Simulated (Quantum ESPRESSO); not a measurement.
# Al K ELNES/XANES of ScAl (Pm-3m) from DFT, part 3 of 3

What does one-electron theory with a core hole give for the Al K edge of ScAl (Pm-3m)?

Quantum ESPRESSO 7.5; X-ray absorption near-edge structure, plane-wave PAW LDA, one-electron final states by a Lanczos continued fraction.

So far. Step 8 (Spectrum with XCH, Al atom 2): Main maxima below 24 eV (height): 0.7 eV (1.07), 5.8 eV (2.04), 9.2 eV (1.21), 10.3 eV (1.22), 20.7 eV (1.59), 22.7 eV (1.14) and 23.6 eV (1.13).  Step 8 (Spectrum with XCH, Al atom 2): The total-energy difference is 1563.32 eV. One term is added: -13.88 eV, since the hole is spin-paired here and a spin-polarised one costs that much less in the free atom (computed apart). The photon energy is then 1549.44 eV. The tabulated edge of the element is 1559 eV.

**9. Another broadening**

The final state's lifetime shortens with energy, so measured features broaden above the edge; the saved Lanczos coefficients are redrawn with a width that grows.

The input, xspectra_plot.in:

```
&input_xspectra
   calculation='xanes_dipole', edge='K'
   prefix='x', outdir='tmp', xiabs=2, xe0=9.6203
   xonly_plot=.true., x_save_file='xanes.sav'
   xniter=3000, xcheck_conv=20, xerror=0.005
   xcoordcrys=.false., xepsilon(1)=1, xepsilon(2)=0, xepsilon(3)=0
/
&plot
   xnepoint=413, xemin=-10, xemax=45, terminator=.true., cut_occ_states=.true.
   gamma_mode='variable', gamma_energy(1)=4, gamma_energy(2)=25, gamma_value(1)=0.3, gamma_value(2)=2.5
/
&pseudos
   filecore='../Al.wfc'
/
&cut_occ
   cut_desmooth=0.1, cut_stepl=0.05, cut_stepu=0.05, cut_ierror=1e-5
/
6 6 6 0 0 0
```

Command:

```bash
$ OMP_NUM_THREADS=1 xspectra.x -in xspectra_plot.in > xspectra_plot.out
```

The program printed:

```text
     [... banner and references ...]
Reading input_file
     -------------------------------------------------------------------------

     calculation: xanes_dipole

     xonly_plot: TRUE
        => only the spectrum plot

     main plot parameters:
        cut_occ_states: TRUE
        gamma_mode:  variable
        -> first, constant up to point ( 4.00, 0.30) [eV]
        -> then, linear up to point (25.00, 2.50) [eV]
        -> finally, constant up to xemax
        xemin [eV]: -10.00
        xemax [eV]:  45.00
        xnepoint:  413
[...]
xemin [eV]: -10.00
        xemax [eV]:  45.00
        xnepoint:  413
        energy-dependent broadening parameter:
         -> first, constant up to point ( 4.00, 0.30) [eV]
         -> then, linear up to point (25.00, 2.50) [eV]
         -> finally, constant up to xemax
        Core level energy [eV]:  -1559.
         (from electron binding energy of neutral atoms in X-ray data booklet)

     Cross-section successfully written in xanes.dat

     -------------------------------------------------------------------------
                                END JOB XSpectra
     -------------------------------------------------------------------------
[key lines of the parts left out:]
Fermi level [eV]:   9.9772
```

Run time: 2.7 s. Hardware: 1 MPI rank of Intel Xeon 6975P-C (Granite Rapids), shared host; peak memory 0.05 GiB.

With a Lorentzian half width 0.3 eV up to 4 eV, rising linearly to 2.5 eV at 25 eV, the maxima are 0.7 eV (1.17), 5.6 eV (1.94), 10.0 eV (1.10) and 20.8 eV (1.08).

**10. Supercell with FCH, Al atom 2**

The holes are 5.8 Å apart. The excited electron is left out and a uniform background balances the charge.

Changed against the first core-hole run: core hole to FCH.

The input, scf.in:

```
&control
   calculation='scf', prefix='x', pseudo_dir='../pp', outdir='tmp', tprnfor=.true.
/
&system
   ibrav=0, nat=8, ntyp=3, nbnd=34
   ecutwfc=50, ecutrho=450
   occupations='smearing', smearing='mv', degauss=0.015
   tot_charge=1
/
&electrons
   conv_thr=8.0e-08, electron_maxstep=120
   mixing_beta=0.5
/
ATOMIC_SPECIES
Sc 1.0 Sc.lda-spn-kjpaw.UPF
Al0 1.0 Al.lda-nl-kjpaw-1sch.UPF
Al 1.0 Al.lda-nl-kjpaw.UPF
CELL_PARAMETERS angstrom
  3.37034897 3.37034897 3.37034897
  -3.37034897 3.37034897 -3.37034897
  -3.37034897 -3.37034897 3.37034897
ATOMIC_POSITIONS crystal
Sc   0.50000000 0.00000000 0.00000000
Sc   0.50000000 0.50000000 0.50000000
Sc   0.00000000 0.00000000 0.50000000
Sc   0.00000000 0.50000000 0.00000000
Al0  0.00000000 0.00000000 0.00000000
Al   0.00000000 0.50000000 0.50000000
Al   0.50000000 0.00000000 0.50000000
Al   0.50000000 0.50000000 0.00000000
K_POINTS automatic
5 5 5 0 0 0
```

Command:

```bash
$ OMP_NUM_THREADS=1 mpirun --oversubscribe --bind-to none -np 4 pw.x -nk 4 -in scf.in > scf.out
```

The program printed:

```text
     [... banner and references ...]
[banner, memory and clock lines left out]
using ibrav=0 with symmetry is DISCOURAGED, use correct ibrav instead

     G-vector sticks info

     bravais-lattice index     =            0
     lattice parameter (alat)  =      11.0315  a.u.
     unit-cell volume          =    1033.4303 (a.u.)^3
     number of atoms/cell      =            8
     number of atomic types    =            3
     number of electrons       =        56.00
     number of Kohn-Sham states=           34
     kinetic-energy cutoff     =      50.0000  Ry
     charge density cutoff     =     450.0000  Ry
     scf convergence threshold =      8.0E-08
     mixing beta               =       0.5000
     number of iterations used =            8  plain     mixing
     Exchange-correlation= SLA  PZ   NOGX NOGC
                           (   1   1   0   0   0   0   0)

     celldm(1)=  11.031495  celldm(2)=   0.000000  celldm(3)=   0.000000
     celldm(4)=   0.000000  celldm(5)=   0.000000  celldm(6)=   0.000000

     crystal axes: (cart. coord. in units of alat)
               a(1) = (   0.577350   0.577350   0.577350 )
               a(2) = (  -0.577350   0.577350  -0.577350 )
               a(3) = (  -0.577350  -0.577350   0.577350 )

     reciprocal axes: (cart. coord. in units 2 pi/alat)
               b(1) = ( -0.000000  0.866025  0.866025 )
               b(2) = ( -0.866025  0.866025  0.000000 )
               b(3) = ( -0.866025 -0.000000  0.866025 )

     PseudoPot. #1 for Sc:     Pseudo is Projector augmented-wave + core cor, Zval = 11.0

     PseudoPot. #2 for Al:     Pseudo is Projector augmented-wave + core cor, Zval =  4.0

[...]
total energy              =    -761.84841380 Ry
     estimated scf accuracy    <       0.00000013 Ry

     iteration # 14     ecut=    50.00 Ry     beta= 0.50
     Davidson diagonalization with overlap
     ethr =  2.34E-10,  avg # of iterations = 10.0

     End of self-consistent calculation

          k =-0.0000 0.0000 0.0000 (  6099 PWs)   bands (ev):

   -39.6369 -39.6071 -39.6071 -39.6071 -18.6279 -18.6279 -18.6279 -18.6250
   -18.6250 -18.6250 -18.4732 -18.4732 -18.4732 -18.4433 -18.4396 -18.4396
     0.6319   3.5721   4.8431   4.8431   7.0567   7.0567   7.0567   7.7797
     7.7797   7.7797   8.6773   8.6773   8.6773   8.8189   8.8189  10.9057
    10.9207  10.9271

     [... bands of 9 further k-points ...]

     the Fermi energy is     9.3690 ev

!    total energy              =    -761.84841392 Ry
     total all-electron energy =     -7921.440479 Ry
     estimated scf accuracy    <       0.00000002 Ry
     smearing contrib. (-TS)   =      -0.00042311 Ry
     internal energy E=F+TS    =    -761.84799081 Ry

     The total energy is F=E-TS. E is the sum of the following terms:
     one-electron contribution =    -155.33576440 Ry
     hartree contribution      =      95.68284024 Ry
     xc contribution           =     -79.37203918 Ry
     ewald contribution        =    -270.62049008 Ry
     one-center paw contrib.   =    -352.20253738 Ry

     convergence has been achieved in  14 iterations

     Forces acting on atoms (cartesian axes, Ry/au):

     atom    1 type  1   force =    -0.00000000   -0.00000000    0.00000000
     atom    2 type  1   force =    -0.00000000   -0.00000000    0.00000000
     atom    3 type  1   force =     0.00000000   -0.00000000   -0.00000000
[...]
atom    7 type  3   force =    -0.00000000    0.00000000    0.00000000
     atom    8 type  3   force =    -0.00000000    0.00000000    0.00000000

     Total force =     0.000000     Total SCF correction =     0.000000

     XML data file, charge density, pseudopotentials, collected wavefunctions
```

The job ended after 21 s (4 MPI ranks; peak memory 0.29 GiB).

Energy with the hole: -107776.688 eV, cores included.

**11. Spectrum with FCH, Al atom 2**

Changed against the first core-hole run: core hole to FCH.

The input, xspectra.in:

```
&input_xspectra
   calculation='xanes_dipole', edge='K'
   prefix='x', outdir='tmp', xiabs=2, xe0=9.369
   xonly_plot=.false., x_save_file='xanes.sav'
   xniter=3000, xcheck_conv=20, xerror=0.005
   xcoordcrys=.false., xepsilon(1)=1, xepsilon(2)=0, xepsilon(3)=0
/
&plot
   xnepoint=413, xemin=-10, xemax=45, terminator=.true., cut_occ_states=.true.
   xgamma=0.4
/
&pseudos
   filecore='../Al.wfc'
/
&cut_occ
   cut_desmooth=0.1, cut_stepl=0.05, cut_stepu=0.05, cut_ierror=1e-5
/
6 6 6 0 0 0
```

Command:

```bash
$ OMP_NUM_THREADS=1 mpirun --oversubscribe --bind-to none -np 4 xspectra.x -nk 4 -in xspectra.in > xspectra.out
```

The program printed:

```text
     [... banner and references ...]
Reading input_file

     calculation: xanes_dipole

     xepsilon  [cartesian coordinates]:   1.000000   0.000000   0.000000

     xonly_plot: FALSE
        => complete calculation: Lanczos + spectrum plot

     filecore (core-wavefunction file): ../Al.wfc

     main plot parameters:
        cut_occ_states: TRUE
        gamma_mode:  constant
        -> using xgamma [eV]:  0.40
        xemin [eV]: -10.00
        xemax [eV]:  45.00
        xnepoint:  413
        xe0 [eV]:   9.369000 (energy zero read in input file)

[...]
Results of STEP 1 successfully written in x_save_file
     x_save_file name:
     ->  xanes.sav
     x_save_file version:  2

     ... End STEP 1 ...

     ... Begin STEP 2 ...

     The spectrum is calculated using the following parameters:
        xe0 [eV]:    9.3690
        the occupied states are elimintate from the spectrum
        xemin [eV]: -10.00
        xemax [eV]:  45.00
        xnepoint:  413
        constant broadening parameter [eV]:    0.400
        Core level energy [eV]:  -1559.
         (from electron binding energy of neutral atoms in X-ray data booklet)

     Cross-section successfully written in xanes.dat

     ... End STEP 2 ...

                                END JOB XSpectra
```

Run time: 83 s. Hardware: 4 MPI ranks; peak memory 0.23 GiB; 5.5 min of CPU time.

```csv
E (eV),first run,this run
-2.0,0.07,0.06
-1.0,0.13,0.11
0.0,0.61,0.47
1.0,0.96,1.06
2.0,0.51,0.54
3.0,0.93,0.79
4.0,1.34,1.28
5.0,1.73,1.58
6.0,1.99,2.06
7.0,1.02,1.21
8.0,0.88,0.82
9.0,1.13,0.96
10.0,1.21,1.14
11.0,1.12,1.15
12.0,0.93,1.01
13.0,0.83,0.90
14.0,0.94,0.89
15.0,0.70,0.73
16.0,0.52,0.62
17.0,0.62,0.56
18.0,0.71,0.71
19.0,0.98,0.81
20.0,1.30,1.33
21.0,1.50,1.58
22.0,1.00,1.08
23.0,1.11,1.14
24.0,1.04,1.14
25.0,1.08,1.05
26.0,1.21,1.25
27.0,1.13,1.11
28.0,1.05,1.07
29.0,1.15,1.34
30.0,0.72,0.84
31.0,0.78,0.71
32.0,0.94,0.86
```

Against the first run the r.m.s. difference is 10 %. The highest intensity below 16 eV goes from 5.8 eV (2.04) to 5.9 eV (2.07).

The photon energy of the zero moves by -0.12 eV.

**12. Supercell without a hole, the energy reference**

The cell and mesh change for the next run, so it gets a reference energy of its own.

The input, scf.in:

```
&control
   calculation='scf', prefix='x', pseudo_dir='../pp', outdir='tmp', tprnfor=.true.
/
&system
   ibrav=0, nat=4, ntyp=2, nbnd=18
   ecutwfc=50, ecutrho=450
   occupations='smearing', smearing='mv', degauss=0.015
/
&electrons
   conv_thr=4.0e-08, electron_maxstep=120
   mixing_beta=0.5
/
ATOMIC_SPECIES
Sc 1.0 Sc.lda-spn-kjpaw.UPF
Al 1.0 Al.lda-nl-kjpaw.UPF
CELL_PARAMETERS angstrom
  3.37034897 0.00000000 3.37034897
  0.00000000 3.37034897 3.37034897
  -3.37034897 0.00000000 3.37034897
ATOMIC_POSITIONS crystal
Sc   0.25000000 0.50000000 0.75000000
Sc   0.75000000 0.50000000 0.25000000
Al   0.00000000 0.00000000 0.00000000
Al   0.50000000 0.00000000 0.50000000
K_POINTS automatic
8 8 8 0 0 0
```

Command:

```bash
$ OMP_NUM_THREADS=1 mpirun --oversubscribe --bind-to none -np 4 pw.x -nk 4 -in scf.in > scf.out
```

The program printed:

```text
     [... banner and references ...]
[banner, memory and clock lines left out]
Found identity + ( -0.5000  0.0000  0.5000) symmetry
     This is a supercell, fractional translations are disabled
     using ibrav=0 with symmetry is DISCOURAGED, use correct ibrav instead

     G-vector sticks info

     bravais-lattice index     =            0
     lattice parameter (alat)  =       9.0072  a.u.
     unit-cell volume          =     516.7152 (a.u.)^3
[...]
convergence has been achieved in  10 iterations

     Forces acting on atoms (cartesian axes, Ry/au):

     atom    1 type  1   force =     0.00000000   -0.00000000    0.00000000
     atom    2 type  1   force =    -0.00000000    0.00000000   -0.00000000
     atom    3 type  2   force =     0.00000000   -0.00000000    0.00000000
     atom    4 type  2   force =    -0.00000000    0.00000000   -0.00000000

     Total force =     0.000000     Total SCF correction =     0.000000

     XML data file, charge density, pseudopotentials, collected wavefunctions
[key lines of the parts left out:]
!    total energy              =    -382.22784318 Ry
the Fermi energy is     9.3282 ev
```

Elapsed: 11 s, on 4 MPI ranks; peak memory 0.17 GiB.

Reference energy: -54665.259 eV with the cores included.

**13. Supercell with XCH, Al atom 2**

A smaller cell brings the holes closer; here they are 4.8 Å apart.

Changed against the first core-hole run: supercell atoms from 8 to 4.

scf.in: that of step 12 with these lines changed.

```diff
@@ -4,3 +4,3 @@
 &system
-   ibrav=0, nat=4, ntyp=2, nbnd=18
+   ibrav=0, nat=4, ntyp=3, nbnd=19
    ecutwfc=50, ecutrho=450
@@ -14,2 +14,3 @@
 Sc 1.0 Sc.lda-spn-kjpaw.UPF
+Al0 1.0 Al.lda-nl-kjpaw-1sch.UPF
 Al 1.0 Al.lda-nl-kjpaw.UPF
@@ -22,3 +23,3 @@
 Sc   0.75000000 0.50000000 0.25000000
-Al   0.00000000 0.00000000 0.00000000
+Al0  0.00000000 0.00000000 0.00000000
 Al   0.50000000 0.00000000 0.50000000
```

The program printed:

```text
     [... banner and references ...]
[banner, memory and clock lines left out]
using ibrav=0 with symmetry is DISCOURAGED, use correct ibrav instead

     G-vector sticks info

     bravais-lattice index     =            0
     lattice parameter (alat)  =       9.0072  a.u.
     unit-cell volume          =     516.7152 (a.u.)^3
     number of atoms/cell      =            4
     number of atomic types    =            3
[...]
convergence has been achieved in  10 iterations

     Forces acting on atoms (cartesian axes, Ry/au):

     atom    1 type  1   force =     0.00000000    0.00000000   -0.00000000
     atom    2 type  1   force =    -0.00000000   -0.00000000    0.00000000
     atom    3 type  2   force =     0.00000000    0.00000000    0.00000000
     atom    4 type  3   force =    -0.00000000   -0.00000000    0.00000000

     Total force =     0.000000     Total SCF correction =     0.000000

     XML data file, charge density, pseudopotentials, collected wavefunctions
[key lines of the parts left out:]
!    total energy              =    -378.91713802 Ry
the Fermi energy is     9.7649 ev
```

Wall time 12 s (4 MPI ranks); peak memory 0.17 GiB.

Energy with the hole: -53101.859 eV, cores included.

**14. Spectrum with XCH, Al atom 2**

Changed against the first core-hole run: supercell atoms from 8 to 4.

xspectra.in: that of step 11 with these lines changed.

```diff
@@ -2,3 +2,3 @@
    calculation='xanes_dipole', edge='K'
-   prefix='x', outdir='tmp', xiabs=2, xe0=9.369
+   prefix='x', outdir='tmp', xiabs=2, xe0=9.7649
    xonly_plot=.false., x_save_file='xanes.sav'
@@ -17,2 +17,2 @@
 /
-6 6 6 0 0 0
+9 9 9 0 0 0
```

Command:

```bash
$ OMP_NUM_THREADS=1 mpirun --oversubscribe --bind-to none -np 4 xspectra.x -nk 4 -in xspectra.in > xspectra.out
```

The program printed:

```text
     [... banner and references ...]
Reading input_file

     calculation: xanes_dipole

     xepsilon  [cartesian coordinates]:   1.000000   0.000000   0.000000

     xonly_plot: FALSE
        => complete calculation: Lanczos + spectrum plot

     filecore (core-wavefunction file): ../Al.wfc

     main plot parameters:
        cut_occ_states: TRUE
        gamma_mode:  constant
        -> using xgamma [eV]:  0.40
        xemin [eV]: -10.00
        xemax [eV]:  45.00
        xnepoint:  413
        xe0 [eV]:   9.764900 (energy zero read in input file)

[...]
Results of STEP 1 successfully written in x_save_file
     x_save_file name:
     ->  xanes.sav
     x_save_file version:  2

     ... End STEP 1 ...

     ... Begin STEP 2 ...

     The spectrum is calculated using the following parameters:
        xe0 [eV]:    9.7649
        the occupied states are elimintate from the spectrum
        xemin [eV]: -10.00
        xemax [eV]:  45.00
        xnepoint:  413
        constant broadening parameter [eV]:    0.400
        Core level energy [eV]:  -1559.
         (from electron binding energy of neutral atoms in X-ray data booklet)

     Cross-section successfully written in xanes.dat

     ... End STEP 2 ...

                                END JOB XSpectra
```

Run time: 94 s. Hardware: 4 MPI ranks; peak memory 0.15 GiB.

```csv
E (eV),first run,this run
-2.0,0.07,0.07
-1.0,0.13,0.14
0.0,0.61,0.66
1.0,0.96,0.92
2.0,0.51,0.55
3.0,0.93,1.03
4.0,1.34,1.25
5.0,1.73,1.80
6.0,1.99,1.74
7.0,1.02,1.00
8.0,0.88,0.89
9.0,1.13,1.08
10.0,1.21,1.11
11.0,1.12,1.18
12.0,0.93,0.89
13.0,0.83,0.95
14.0,0.94,0.90
15.0,0.70,0.69
16.0,0.52,0.53
17.0,0.62,0.58
18.0,0.71,0.70
19.0,0.98,0.99
20.0,1.30,1.48
21.0,1.50,1.36
22.0,1.00,1.20
23.0,1.11,1.00
24.0,1.04,1.15
25.0,1.08,1.09
26.0,1.21,1.17
27.0,1.13,0.93
28.0,1.05,0.96
29.0,1.15,0.91
30.0,0.72,0.76
31.0,0.78,0.95
32.0,0.94,1.21
```

The scaled spectrum changes by 9 % r.m.s. The highest intensity below 16 eV goes from 5.8 eV (2.04) to 5.5 eV (2.23).

The photon energy of the zero moves by +0.08 eV.

**15. With and without the hole**

Both curves are counted from their own zero, so only the shift of weight within the empty states shows.

```csv
E (eV),no hole,XCH
-2.0,0.05,0.07
-1.0,0.09,0.13
0.0,0.35,0.61
1.0,0.92,0.96
2.0,0.47,0.51
3.0,0.50,0.93
4.0,0.86,1.34
5.0,0.96,1.73
6.0,1.29,1.99
7.0,1.90,1.02
8.0,1.24,0.88
9.0,0.90,1.13
10.0,1.42,1.21
11.0,1.15,1.12
12.0,1.45,0.93
13.0,1.21,0.83
14.0,1.12,0.94
15.0,1.21,0.70
16.0,0.82,0.52
17.0,0.64,0.62
18.0,0.68,0.71
19.0,0.71,0.98
20.0,0.91,1.30
21.0,1.44,1.50
22.0,1.19,1.00
23.0,1.47,1.11
24.0,1.17,1.04
25.0,1.12,1.08
26.0,1.44,1.21
27.0,1.65,1.13
28.0,1.27,1.05
29.0,1.23,1.15
30.0,1.39,0.72
31.0,1.06,0.78
32.0,0.92,0.94
```

With each curve scaled to its own mean, the area from −2 to 6 eV with the hole is 7.3 against 4.8, and the centre of weight from −1 to 20 eV moves by -0.7 eV: the hole pulls the absorber's empty states down.

**16. Results**

- absorber and edge: Al K, atom 2 of the ground-state input (counted from 1)
- surroundings: 8 Sc at 2.92 Å and 6 Al at 3.37 Å (cube and octahedron, as in bcc, site symmetry m-3m)
- highest intensity below 16 eV: 5.8 eV above the zero, height 2.04
- photon energy of the zero, with the added terms: 1549.4 eV (raw 1563.3 eV; LDA puts this hole about 7 eV below PBE, itself good to a few eV)

**Reading.** The Al K edge of atom 2, with 8 Sc at 2.92 Å and 6 Al at 3.37 Å (cube and octahedron, as in bcc, site symmetry m-3m), has its highest intensity of the first 16 eV at 5.8 eV above the zero, near 1555 eV in photon energy (LDA puts this hole about 7 eV below PBE, itself good to a few eV), 2.0 times the mean level of the first 20 eV (Lorentzian half width 0.4 eV). With each curve scaled to its own mean, the area from −2 to 6 eV with the hole is 7.3 against 4.8, and the centre of weight from −1 to 20 eV moves by -0.7 eV: the hole pulls the absorber's empty states down. Changing the core hole to FCH alters the shape by 10 % r.m.s., a modest effect on the whole. Changing the supercell atoms from 8 to 4 alters the shape by 9 % r.m.s., a modest effect on the whole. The holes are only 5.8 Å apart, so the shape is probably not converged with cell size; no larger cell was run here. Lifetime broadening is put in by hand, and intensities beyond about 20 eV depend on it and on the partial waves. The structure is a computed Materials Project entry and may be a hypothetical form.

[Banner, clock and machine lines of the logs are left out without a mark of their own.]

[Logs are printed without paths, hosts, clocks, repeated set-up lines and the standing remarks that a program may print on its own settings, such as how far it seeks lower states.]

[Hosts, paths, dates, database ids (printed as entryN), source tags and the programs' standing remarks are cut or masked in the printed files.]

[Lists of maxima count a maximum above −3 eV only where it reaches 4 % of the highest in the window and stands out from its surroundings by 2 % of it (1.5 % where it reaches 55 %); shoulders and weaker maxima are passed over, and of the rest the first, up to two pre-edge ones and the few strongest are named.]
